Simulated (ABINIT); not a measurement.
**MgO (Periclase): G0W0 with ABINIT, start to end**

Aim: the G0W0 gap of MgO (Periclase) on PBE, step by step.

Calculated with ABINIT 10.8.3; PBE and many-body steps on it, plane waves.

Report form: the programs' logs are mostly left out.

The database entry behind the starting cell differs from later determinations by our own check (about 0.1 % long), so it need not match the best structure at ambient conditions.

### Step 1. Starting point

Symmetry: Fm-3m, No. 225, cubic system. Conventional cell: a = 4.217 Å, b = 4.217 Å, c = 4.217 Å, α = 90.00°, β = 90.00°, γ = 90.00°. Nearest to Mg lie 6 O at 2.11 Å. O has 6 Mg at 2.11 Å nearest. Farther neighbours and most contacts between anions are not listed.

Structure file:

```cif
data_structure
_symmetry_space_group_name_H-M 'P 1'
_symmetry_Int_Tables_number 1
_cell_length_a 2.9819
_cell_length_b 2.9819
_cell_length_c 2.9819
_cell_angle_alpha 60.000
_cell_angle_beta 60.000
_cell_angle_gamma 60.000
_cell_volume 18.75
loop_
_atom_site_label
_atom_site_type_symbol
_atom_site_fract_x
_atom_site_fract_y
_atom_site_fract_z
_atom_site_occupancy
Mg1 Mg 0.00000 0.00000 0.00000 1
O2 O 0.50000 0.50000 0.50000 1
```

The cell and positions come from the Crystallography Open Database and are kept as given unless a step says otherwise.

### Step 2. Ground state

This step: ABINIT 10.8.3; DFT, PBE, plane waves, norm-conserving pseudopotentials.

The ground-state density comes first.

run.abi reads:

```
acell 3*1.0 Angstrom
rprim 
  -0.000000000000 2.108500000000 2.108500000000
  2.108500000000 0.000000000000 2.108500000000
  2.108500000000 2.108500000000 0.000000000000
ntypat 2
znucl 12 8
natom 2
typat 1 2
xred 
  0.000000000000 0.000000000000 0.000000000000
  0.500000000000 0.500000000000 0.500000000000
pp_dirpath "pseudos"
pseudos "Mg.upf, O.upf"
ecut 38
ngkpt 8 8 8
nshiftk 1
shiftk 0 0 0
kptopt 1
chksymbreak 0
nband 13
occopt 1
tolvrs 1e-10
nstep 60
prtwf 0
optforces 0
optstress 0
indata_prefix "in"
outdata_prefix "out"
tmpdata_prefix "tmp"
```

Command:

```sh
$ OMP_NUM_THREADS=1 mpirun -n 8 abinit run.abi > log
```

Wall time 4.8 s (8 MPI ranks of Arm Neoverse N1, shared host); peak memory 0.48 GiB.

This step gave:

- total energy: -2069.4483 eV
- gap: 4.733 eV
- k of the valence top: 0, 0, 0
- k of the conduction bottom: 0, 0, 0
- least direct gap: 4.733 eV

The gap is direct, at Γ.

### Step 3. Bands along the symmetry lines

The cheap functional maps the bands first; the places of the edges decide which points the dearer methods must see.

run.abi reads:

```
acell 3*1.0 Angstrom
rprim 
  -0.000000000000 2.108500000000 2.108500000000
  2.108500000000 0.000000000000 2.108500000000
  2.108500000000 2.108500000000 0.000000000000
ntypat 2
znucl 12 8
natom 2
typat 1 2
xred 
  0.000000000000 0.000000000000 0.000000000000
  0.500000000000 0.500000000000 0.500000000000
pp_dirpath "pseudos"
pseudos "Mg.upf, O.upf"
ecut 38
iscf -2
irdden 1
kptopt 0
nkpt 50
kpt 
  0.00000000 0.00000000 0.00000000
  0.06250000 0.00000000 0.06250000
  0.12500000 0.00000000 0.12500000
  0.18750000 0.00000000 0.18750000
  0.25000000 0.00000000 0.25000000
  0.31250000 0.00000000 0.31250000
  0.37500000 0.00000000 0.37500000
  0.43750000 0.00000000 0.43750000
  0.50000000 0.00000000 0.50000000
  0.51562500 0.03125000 0.51562500
  0.53125000 0.06250000 0.53125000
  0.54687500 0.09375000 0.54687500
  0.56250000 0.12500000 0.56250000
  0.57812500 0.15625000 0.57812500
  0.59375000 0.18750000 0.59375000
  0.60937500 0.21875000 0.60937500
  0.62500000 0.25000000 0.62500000
  0.37500000 0.37500000 0.75000000
  0.32812500 0.32812500 0.65625000
  0.28125000 0.28125000 0.56250000
  0.23437500 0.23437500 0.46875000
  0.18750000 0.18750000 0.37500000
  0.14062500 0.14062500 0.28125000
  0.09375000 0.09375000 0.18750000
  0.04687500 0.04687500 0.09375000
  0.00000000 0.00000000 0.00000000
  0.06250000 0.06250000 0.06250000
  0.12500000 0.12500000 0.12500000
  0.18750000 0.18750000 0.18750000
  0.25000000 0.25000000 0.25000000
  0.31250000 0.31250000 0.31250000
  0.37500000 0.37500000 0.37500000
  0.43750000 0.43750000 0.43750000
  0.50000000 0.50000000 0.50000000
  0.50000000 0.46875000 0.53125000
  0.50000000 0.43750000 0.56250000
  0.50000000 0.40625000 0.59375000
  0.50000000 0.37500000 0.62500000
  0.50000000 0.34375000 0.65625000
  0.50000000 0.31250000 0.68750000
  0.50000000 0.28125000 0.71875000
  0.50000000 0.25000000 0.75000000
  0.50000000 0.21875000 0.71875000
  0.50000000 0.18750000 0.68750000
  0.50000000 0.15625000 0.65625000
  0.50000000 0.12500000 0.62500000
  0.50000000 0.09375000 0.59375000
  0.50000000 0.06250000 0.56250000
  0.50000000 0.03125000 0.53125000
  0.50000000 0.00000000 0.50000000
istwfk *1
nband 15
nbdbuf 2
tolwfr 1e-08
nstep 40
prtwf 0
prtvol 0
indata_prefix "in"
outdata_prefix "out"
tmpdata_prefix "tmp"
```

It took 4 s on 8 MPI ranks; peak memory 0.45 GiB.

Numbers from this step:

```
gap                        : 4.733 eV
k of the valence top       : 0, 0, 0
k of the conduction bottom : 0, 0, 0
least direct gap           : 4.733 eV
```

The gap is 4.733 eV, as in the run before at this level.

The electronic bands at the labelled points (eV, zero at the top of the highest filled band; v1 is the highest filled band, c1 the lowest empty one):

| point | v4 | v3 | v2 | v1 | c1 | c2 | c3 | c4 |
| --- | --- | --- | --- | --- | --- | --- | --- | --- |
| Γ | -17.17 | 0.00 | 0.00 | 0.00 | 4.73 | 15.94 | 15.94 | 15.94 |
| halfway | -16.41 | -2.60 | -0.72 | -0.72 | 8.06 | 11.27 | 15.51 | 17.50 |
| X | -15.64 | -4.02 | -1.33 | -1.33 | 9.22 | 9.97 | 13.05 | 18.94 |
| halfway | -15.62 | -3.87 | -1.77 | -1.27 | 9.59 | 10.49 | 12.90 | 18.58 |
| U | -15.61 | -3.44 | -2.67 | -1.12 | 10.14 | 11.76 | 12.51 | 18.11 |
| jump to K | -15.61 | -3.44 | -2.67 | -1.12 | 10.14 | 11.76 | 12.51 | 18.11 |
| halfway | -16.34 | -2.91 | -1.16 | -0.38 | 8.15 | 12.04 | 15.37 | 17.95 |
| Γ | -17.17 | 0.00 | 0.00 | 0.00 | 4.73 | 15.94 | 15.94 | 15.94 |
| halfway | -16.57 | -2.63 | -0.33 | -0.33 | 7.09 | 12.61 | 16.73 | 16.73 |
| L | -15.86 | -4.57 | -0.63 | -0.63 | 7.91 | 12.57 | 16.32 | 16.32 |
| halfway | -15.72 | -3.96 | -1.90 | -0.97 | 9.68 | 12.18 | 13.50 | 16.90 |
| W | -15.58 | -2.91 | -2.91 | -1.75 | 11.66 | 11.66 | 12.15 | 15.52 |
| halfway | -15.61 | -3.73 | -1.87 | -1.54 | 10.08 | 10.85 | 12.73 | 17.32 |
| X | -15.64 | -4.02 | -1.33 | -1.33 | 9.22 | 9.97 | 13.05 | 18.94 |

### Step 4. Empty states on the mesh, 6×6×6 mesh, 58 bands

The sums over transitions need many empty states on a uniform mesh; this step solves for them.

run.abi reads:

```
acell 3*1.0 Angstrom
rprim 
  -0.000000000000 2.108500000000 2.108500000000
  2.108500000000 0.000000000000 2.108500000000
  2.108500000000 2.108500000000 0.000000000000
ntypat 2
znucl 12 8
natom 2
typat 1 2
xred 
  0.000000000000 0.000000000000 0.000000000000
  0.500000000000 0.500000000000 0.500000000000
pp_dirpath "pseudos"
pseudos "Mg.upf, O.upf"
ecut 38
ngkpt 6 6 6
nshiftk 1
shiftk 0 0 0
kptopt 1
chksymbreak 0
irdden 1
istwfk *1
nband 58
prtvol 0
optdriver 6
gwr_task "HDIAGO"
paral_kgb 0
occopt 1
indata_prefix "in"
outdata_prefix "out"
tmpdata_prefix "tmp"
```

Wall time 10 s (8 MPI ranks); peak memory 1.4 GiB.

Numbers from this step:

```
gap                                                           : 4.733 eV
k of the valence top                                          : 0, 0, 0
k of the conduction bottom                                    : 0, 0, 0
least direct gap                                              : 4.733 eV
k points computed                                             : 16
lowest point of the top converged band, above the valence top : 85.5499 eV
```

On this mesh the gap is 4.733 eV.

### Step 5. Screening, 6×6×6 mesh, 50 bands, screening to 163.3 eV

The RPA dielectric matrix is built and inverted for each q.

This step: RPA screening on PBE, plane waves, norm-conserving pseudopotentials.

Changes to run.abi since step 4:

```diff
@@ -20,10 +20,11 @@
 chksymbreak 0
-irdden 1
 istwfk *1
-nband 58
-prtvol 0
-optdriver 6
-gwr_task "HDIAGO"
-paral_kgb 0
 occopt 1
+irdwfk 1
+optdriver 3
+nband 50
+ecuteps 6
+inclvkb 2
+awtr 1
+symchi 1
 indata_prefix "in"
```

It took 31 s on 8 MPI ranks; peak memory 1 GiB; 4.1 min of CPU time.

This step gave:

```yaml
eps_infinity_with_local_fields_on_this_mesh_along_the_program_s_q_direction: 3.034
the_same_without_local_fields: 3.247
plasma_frequency: 34.30 eV
plane_waves_in_the_screening_matrix: 89
```

Local fields lower ε∞ by 7 %.

### Step 6. Self-energy, 6×6×6 mesh, 50 bands, screening to 163.3 eV

The self-energy is evaluated for the states that the input lists, and the levels follow from it, in one-shot runs by the linearised quasiparticle equation.

This step: G0W0 on PBE, plane waves, norm-conserving pseudopotentials.

Changes to run.abi since step 5:

```diff
@@ -23,8 +23,15 @@
 irdwfk 1
-optdriver 3
+optdriver 4
 nband 50
+gwcalctyp 0
+ecutsigx 38
+symsigma 1
+nkptgw 1
+kptgw 
+  0.0000000000 0.0000000000 0.0000000000
+bdgw 
+  6 12
 ecuteps 6
-inclvkb 2
-awtr 1
-symchi 1
+irdscr 1
+ppmodel 1
 indata_prefix "in"
```

Run time: 3.5 s. Hardware: 8 MPI ranks; peak memory 0.79 GiB.

This step gave:

```
G0W0 gap on the points computed              : 6.874 eV
starting gap on the mesh                     : 4.733 eV
k of the valence top                         : 0, 0, 0
k of the conduction bottom                   : 0, 0, 0
Z at the valence top                         : 0.809
Z at the conduction bottom                   : 0.856
least direct G0W0 gap on the computed points : 6.874 eV
```

The gap on the mesh goes from 4.73 eV to 6.87 eV, a correction of +2.14 eV.

Limits: finite bands, cutoff and mesh. v1 is the top filled band, c1 the lowest empty one. Levels before and after the correction, in eV, zero at the valence-band top of each column:

|  | conduction bottom | valence top |
| --- | --- | --- |
| Kohn-Sham | 4.73 | 0.00 |
| G0W0 | 6.87 | 0.00 |

|  | level | energy (eV) |
| --- | --- | --- |
| Kohn-Sham | Γ v3-v1 | 0.000 |
| Kohn-Sham | Γ c1 | 4.733 |
| Kohn-Sham | Γ c2-c4 | 15.939 |
| G0W0 | Γ v3-v1 | 0.000 |
| G0W0 | Γ c1 | 6.874 |
| G0W0 | Γ c2-c4 | 18.279 |

### Step 7. Where the time went

Times are wall times on 8 MPI ranks of Arm Neoverse N1, shared host, good to a factor of about two.

| step | time | share | memory (GiB) |
| --- | --- | --- | --- |
| ground state | 4.8 s | 9 % | 0.48 |
| bands along the symmetry lines | 4 s | 8 % | 0.45 |
| empty states on the mesh | 10 s | 19 % | 1.4 |
| screening | 31 s | 58 % | 1.0 |
| self-energy | 3.5 s | 7 % | 0.79 |

### Step 8. Summary of results

```
PBE gap              : 4.73 eV, direct
G0W0 gap on the mesh : 6.87 eV
GW settings          : 6×6×6 mesh, 50 bands, screening to 163.3 eV, Godby-Needs plasmon pole
known limits         : not at the basis limit
```

In words: G0W0 moves the gap on the mesh from 4.73 eV to 6.87 eV (+2.14 eV), with Z of 0.81 and 0.86 at the edges. Local fields lower the RPA ε∞ on this mesh from 3.25 to 3.03. Only 1 of the mesh's irreducible points was corrected, so a valley elsewhere could overtake. The dearest step here is «screening». Bands and cutoff are finite, so the gap is not at the basis limit. The miss can reach some tenths of an eV and take either sign; the mesh is an error of its own. In the G0W0 run levels were corrected at 1 k point alone, so a gap called «on the mesh» is the least over those, and an edge elsewhere would be missed.

[Paths, hosts, dates, memory and timing lines, banners, echoed tables and standing remarks are left out of the program output.]

[Logs are printed without paths, hosts, clocks, repeated set-up lines and the standing remarks that a program may print on its own settings, such as how far it seeks lower states.]

[Runs of the session that timed out or met a known fault of the program may be left out.]

[Hosts, paths, dates, database ids (printed as entryN), source tags and the programs' standing remarks are cut or masked in the printed files.]

[G0W0 gaps are taken among the corrected bands and points alone; a level outside them can change the order at an edge.]

[Where Ansatz stands beside ABINIT at settings called matched, ABINIT's density can come from a denser mesh and the files from another edition; pairs whose starting gaps differed by over 0.03 eV were left out, so agreement reads better than it is.]
